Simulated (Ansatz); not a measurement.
# Y2MnNi2, from a guessed structure to a relaxed one, part 2 of 2

This structure for Y2MnNi2 is made up. Its elements were placed in a known structure type with a cell scaled to their sizes. What cell does the guess relax to, and how far off was it?

Ansatz 0.2.0; DFT, PBEsol, plane-wave PAW, files of the set soft_1, scalar-relativistic, ferromagnetic start, cell and ions relaxed at zero pressure; PAW set soft_1 (the session's first sound run).

So far: Set-up; Relaxation of the guess. The relaxed cell has a, b, c = 3.790, 13.132, 3.686 Å (conventional setting).

### Step 3. Electronic structure of the relaxed cell

With the geometry fixed, one more self-consistent run, with a narrower smearing and the mesh shown in its input, gives the bands, and its pressure, and its forces where symmetry allows any, show how far the geometry depends on these settings.

This step: DFT, PBEsol, plane-wave PAW, files of the set soft_1, scalar-relativistic, ferromagnetic start, bands and density of states at the relaxed cell; PAW set soft_1 (Ansatz 0.2.0).

The input, input.yaml:

```yaml
crystal:
  lattice:
    - [1.8948915, -6.5660841919, 0.0]
    - [1.8948915, 6.5660841919, 0.0]
    - [0.0, 0.0, 3.6855026665]
  atoms:
    - { symbol: "Y", position: [0.6292529435, 0.3707470565, 0.5] }
    - { symbol: "Y", position: [0.3707470565, 0.6292529435, 0.5] }
    - { symbol: Ni, position: [0.195433349, 0.804566651, 0.0] }
    - { symbol: Ni, position: [0.804566651, 0.195433349, 0.0] }
    - { symbol: Mn, position: [0.0, 0.0, 0.0], spin: 3.4 }
magnetization:
  spin_polarized: true
kpoints:
  mp_grid: { grid: [8, 8, 8] }
  band_path:
    path:
      - [[0.0, 0.0, 0.0], [0.27082072, 0.27082072, 0.0], [0.0, 0.5, 0.0], [0.0, 0.5, 0.5], [0.27082072, 0.27082072, 0.5], [0.0, 0.0, 0.5], [0.0, 0.0, 0.0], [-0.5, 0.5, 0.0], [-0.27082072, 0.72917928, 0.0], [-0.27082072, 0.72917928, 0.5], [-0.5, 0.5, 0.5], [-0.5, 0.5, 0.0]]
      - [[0.0, 0.0, 0.5], [-0.5, 0.5, 0.5]]
    npoints: 6
scf:
  occupations: { method: fermi_dirac, width: 0.03 }
  n_extra_bands: 11
hamiltonian:
  xc: pbesol
  pseudopotentials: { kind: paw, azcp: { folder: soft_1 }, xc_functional: pbe }
output:
  forces: true
  stress: true
  write_bands: true
  dos: { projected: true }
  write_density: true
  write_potential: true
  elf: true
  volumetric_format: npy
```

Command:

```sh
$ ansatz run input.yaml --threads 4 --pin off --max-ram 8192MiB --backend cpu --events-out ev --progress --plain --runs-dir out
```

Numbers of over 12 decimals in the logs are rounded to 6 here.

What it wrote:

```text
[...]
Crystal: 5 atoms, lattice volume = 91.710 Å³
Basis set: ecut = 420 eV, 1783 PW (Γ), exchange–correlation on 96×96×50 points (8 copies of the dense FFT grid, shifted against one another)
Bands: 48, of which v1, the nominal top of the filled ones, is band 37 counted from 1 (36 counted from 0)
Symmetry: 8 space group operations
[...]
k-points: 105 of 512
[...]
Starting moments: Σ|m| = 3.4 μB on 1 of 5 sites
[...]
SCF iter   1: F=—  HF=-23067.228723 eV  |F-HF|=—  |Δ(HF+E_count)|=         —  Δρ=3.03e-2 (↑1.66e-2 ↓3.03e-2)  dr2=2.91e0  dr2_m=2.55e-1  M=3.830 μB ∫|m|=4.150 μB  β_m=0.30  ethr=3.10e-3  ⟨swp⟩=6.0  Hψ=34087  notcnv=0
[...]
SCF iter  15: F=-23069.708535 eV  HF=-23069.708535 eV  |F-HF|=1.82e-10  |Δ(HF+E_count)|=  6.77e-10  Δρ=2.85e-7 (↑1.41e-7 ↓2.85e-7)  dr2=2.20e-10  dr2_m=1.53e-11  M=3.558 μB ∫|m|=4.365 μB  ethr=1.49e-11  ⟨swp⟩=11.5  Hψ=61155  notcnv=0
SCF 1 converged in 15 iterations: F = -23069.708535 eV  dr2 = 2.20e-10
[...]
NSCF: frozen V_eff on 74 k-points
SCF converged after 15 iterations
Magnetization: 3.5581 μB (38.2791 up, 34.7209 down)
Absolute magnetization: 4.3701 μB (∫|ρ↑−ρ↓|, with the PAW one-centre terms)
[...]
Per-site moments (μB) at R_I (Å): [(-0.067208, 1.147734), (-0.067208, 1.147734), (0.120876, 0.980029), (0.120876, 0.980029), (3.449955, 1.058666)]
Free energy (F): -23069.708535 eV
[...]
Internal energy: -23069.695010 eV  (E = F + TS)
E sigma→0 (E₀):  -23069.701772 eV
Entropy (-TS):   -0.013526 eV (-2.705 meV/atom)
Fermi energy:    13.318564 eV
[...]
--- Forces (eV/Å), atoms counted from 1 ---
  atom   1  Y      0.00000000    -0.00247321     0.00000000
  atom   2  Y      0.00000000     0.00247321     0.00000000
  atom   3  Ni     0.00000000     0.00133956     0.00000000
  atom   4  Ni     0.00000000    -0.00133956     0.00000000
  atom   5  Mn     0.00000000     0.00000000     0.00000000
  max |Σ_I F_I| component: 0.00e0 eV/Å
--- Stress (GPa, compression-positive) ---
       -0.006318       0.000000       0.000000
        0.000000       0.045060       0.000000
        0.000000       0.000000      -0.026365
  P = ⅓ Tr σ = 0.0041 GPa (0.041 kbar)
--- Band table (eV; the first three rows and the last of 210) ---
  k-point 0 ↑: bands = [... 33 lower, 11.5401, 11.8904, 12.0041, 12.1405, 13.1350, 14.5583, 15.1864, 15.2003, ... 7 higher]
  k-point 1 ↑: bands = [... 33 lower, 11.5905, 11.8311, 12.0250, 12.1361, 13.1192, 14.5284, 14.9430, 15.2683, ... 7 higher]
  k-point 2 ↑: bands = [... 33 lower, 11.7191, 11.7731, 12.0952, 12.1088, 13.0981, 13.7847, 14.8150, 15.0921, ... 7 higher]
  k-point 104 ↓: bands = [... 33 lower, 12.8155, 12.8221, 13.5680, 13.5909, 14.0082, 14.3789, 14.6966, 14.8411, ... 7 higher]
```

Wall time 38 s (4 threads of Arm Neoverse V1, shared host); peak memory 0.94 GiB; 2.4 min of CPU time.

In the SCF lines HF is the Harris–Foulkes energy and dr2 the Hartree energy of the density residual, in eV; the loop may stop once dr2 is under the threshold and the program's other checks hold. Hψ counts applications of the Hamiltonian.

Numbers from this step:

| Quantity | Value |
| --- | --- |
| free energy | -23069.7085 eV |
| energy at zero smearing | -23069.7018 eV |
| smearing term TS | 0.01353 eV |
| magnetization | 3.558 μB |
| absolute magnetization | 4.370 μB |
| site moments | -0.06721, -0.06721, 0.1209, 0.1209, 3.450 μB |
| pressure | 0.004126 GPa |

From bands.tsv, the bands that come nearest the Fermi level along the path, at its corners, in eV from the Fermi level:

| point | band_37_up | band_38_up | band_39_up | band_40_up | band_33_dn | band_34_dn | band_35_dn | band_36_dn |
| --- | --- | --- | --- | --- | --- | --- | --- | --- |
| Γ | -0.18 | 1.24 | 1.87 | 1.88 | -0.50 | 0.13 | 0.93 | 1.05 |
| X | -0.85 | 0.37 | 0.68 | 1.46 | -0.34 | 0.42 | 0.43 | 0.57 |
| S | -0.74 | -0.10 | 0.85 | 1.76 | -0.09 | -0.07 | 0.36 | 0.76 |
| R | -0.34 | -0.29 | -0.07 | 0.16 | -0.30 | -0.24 | -0.20 | 0.42 |
| A | -0.37 | -0.16 | 0.17 | 0.19 | -0.27 | -0.20 | 0.13 | 0.19 |
| Z | -0.20 | -0.06 | 0.57 | 1.25 | -0.19 | -0.11 | 0.09 | 0.31 |
| Γ | -0.18 | 1.24 | 1.87 | 1.88 | -0.50 | 0.13 | 0.93 | 1.05 |
| Y | 0.49 | 1.17 | 1.41 | 1.76 | -0.37 | 0.57 | 1.04 | 1.11 |
| X1 | -0.85 | 0.37 | 0.68 | 1.46 | -0.34 | 0.42 | 0.43 | 0.57 |
| A1 | -0.37 | -0.16 | 0.17 | 0.19 | -0.27 | -0.20 | 0.13 | 0.19 |
| T | -0.81 | -0.56 | 0.48 | 0.65 | -0.50 | -0.50 | 0.25 | 0.27 |
| Y | 0.49 | 1.17 | 1.41 | 1.76 | -0.37 | 0.57 | 1.04 | 1.11 |
| Z | -0.20 | -0.06 | 0.57 | 1.25 | -0.19 | -0.11 | 0.09 | 0.31 |
| T | -0.81 | -0.56 | 0.48 | 0.65 | -0.50 | -0.50 | 0.25 | 0.27 |

Spin density in the bc plane of the conventional cell at fractional x = 0.000, with atoms of Y and Ni and Mn within 0.2 Å of it.

Values in e/Å³, 6 rows by 16 columns, each cell a mean:
```
1.8 0.1 0.0 0.1 0.0 0.0 0.0 0.0 0.0 0.0 0.0 0.0 0.1 0.1 0.0 1.2
0.1 0.0 0.0 0.0 0.0 0.0 0.0 0.0 0.0 0.0 0.0 0.0 0.0 0.0 0.0 0.1
0.0 0.0 0.0 0.0 0.0 0.0 0.0 0.0 0.0 0.0 0.0 0.0 0.0 0.0 0.0 0.0
0.0 0.0 0.0 0.0 0.0 0.0 0.0 0.0 0.0 0.0 0.0 0.0 0.0 0.0 0.0 0.0
0.3 0.0 0.0 0.0 0.0 0.0 0.0 0.0 0.0 0.0 0.0 0.0 0.0 0.0 0.0 0.2
2.7 0.1 0.1 0.2 0.0 0.0 0.0 0.0 0.0 0.0 0.0 0.0 0.1 0.1 0.0 1.7
```
Columns run along b (13.1 Å), rows up along c (3.7 Å), edges of the conventional cell, whose origin can differ from the input's. Atoms in or near the plane, at fractional coordinates: Y at (0.37, 0.50), Y at (0.63, 0.50), Ni at (0.80, 0.00), Ni at (0.20, 0.00), Mn at (0.00, 0.00).

ELF in the bc plane of the conventional cell at fractional x = 0.000, with atoms of Y and Ni and Mn within 0.2 Å of it. It is the smooth field of the valence electrons, not physical close to the nuclei.

Ten even steps from '0' (0.11) to '9' (0.92), each cell a mean:
```
7422215851121000245531001221377312136
3212211211110000024310000011122123113
1113321111014664102102565201111133211
3333222221048888400016888610222222333
5432112220068668500038757820122111345
4432222220058778500027868720122222344
2223322121026887201115888401112233322
2113311111101331013201232001111123211
5312213531110000135420000111144212124
7522127961122101345542001220499412137
```
Columns run along b (13.1 Å), rows up along c (3.7 Å), edges of the conventional cell, whose origin can differ from the input's. Atoms in or near the plane, at fractional coordinates: Y at (0.37, 0.50), Y at (0.63, 0.50), Ni at (0.80, 0.00), Ni at (0.20, 0.00), Mn at (0.00, 0.00).

Valence density in the bc plane of the conventional cell at fractional x = 0.000, with atoms of Y and Ni and Mn within 0.2 Å of it. It is the smooth field of the valence electrons, not physical close to the nuclei.

Ten steps, logarithmic in the rise over the least value, from '0' (0 e/Å³) to '9' (48 e/Å³), each cell a mean:
```
7520137872000000000000000001588510147
4210013431000000000000000000244200013
1000000100001221000001222100011000000
0000000000013443100002343200000000000
0000000000024444200013444310000000000
0000000000023443100013444310000000000
0000000000012332100001333100000000000
2100001210000110000000111000122100002
6410025652000000000000000001366310025
8620138973000000000000000001599510147
```
Columns run along b (13.1 Å), rows up along c (3.7 Å), edges of the conventional cell, whose origin can differ from the input's. Atoms in or near the plane, at fractional coordinates: Y at (0.37, 0.50), Y at (0.63, 0.50), Ni at (0.80, 0.00), Ni at (0.20, 0.00), Mn at (0.00, 0.00).

### Step 4. Outcome

```
space group, relaxed : Cmmm
conventional cell    : a = 3.790, b = 13.132, c = 3.686 Å; α = 90.0°, β = 90.0°, γ = 90.0°
volume per atom      : 18.34 Å³ (guess 17.61)
total moment         : 3.56 μB in the cell of 5 atoms
```

What this shows: Y2MnNi2 relaxes to Cmmm with a = 3.790, b = 13.132 and c = 3.686 Å. The guessed volume was 4 % too small. The space group Cmmm was held in the relaxation, so the end point is a stationary structure within it and may be a saddle against distortions or other arrangements. The input starts from parallel moments, and no other start was typed. Bands cross the Fermi level, so it is a metal or semimetal at this level. On the 8×8×8 mesh with the narrower smearing (relaxed on 8×8×8) the largest force component is 0.002 eV/Å and the largest stress component is 0.045 GPa, within the relaxation's thresholds of 0.015 eV/Å and 0.05 GPa. The cutoff wasn't tested. No dispersion term is used, so weakly bound directions may come out too long. Nothing here tests whether the compound is stable against decomposition.

[Logs are printed without paths, hosts, clocks, repeated set-up lines and the standing remarks that a program may print on its own settings, such as how far it seeks lower states.]

[Hosts, paths, dates, database ids (printed as entryN), source tags and the programs' standing remarks are cut or masked in the printed files.]
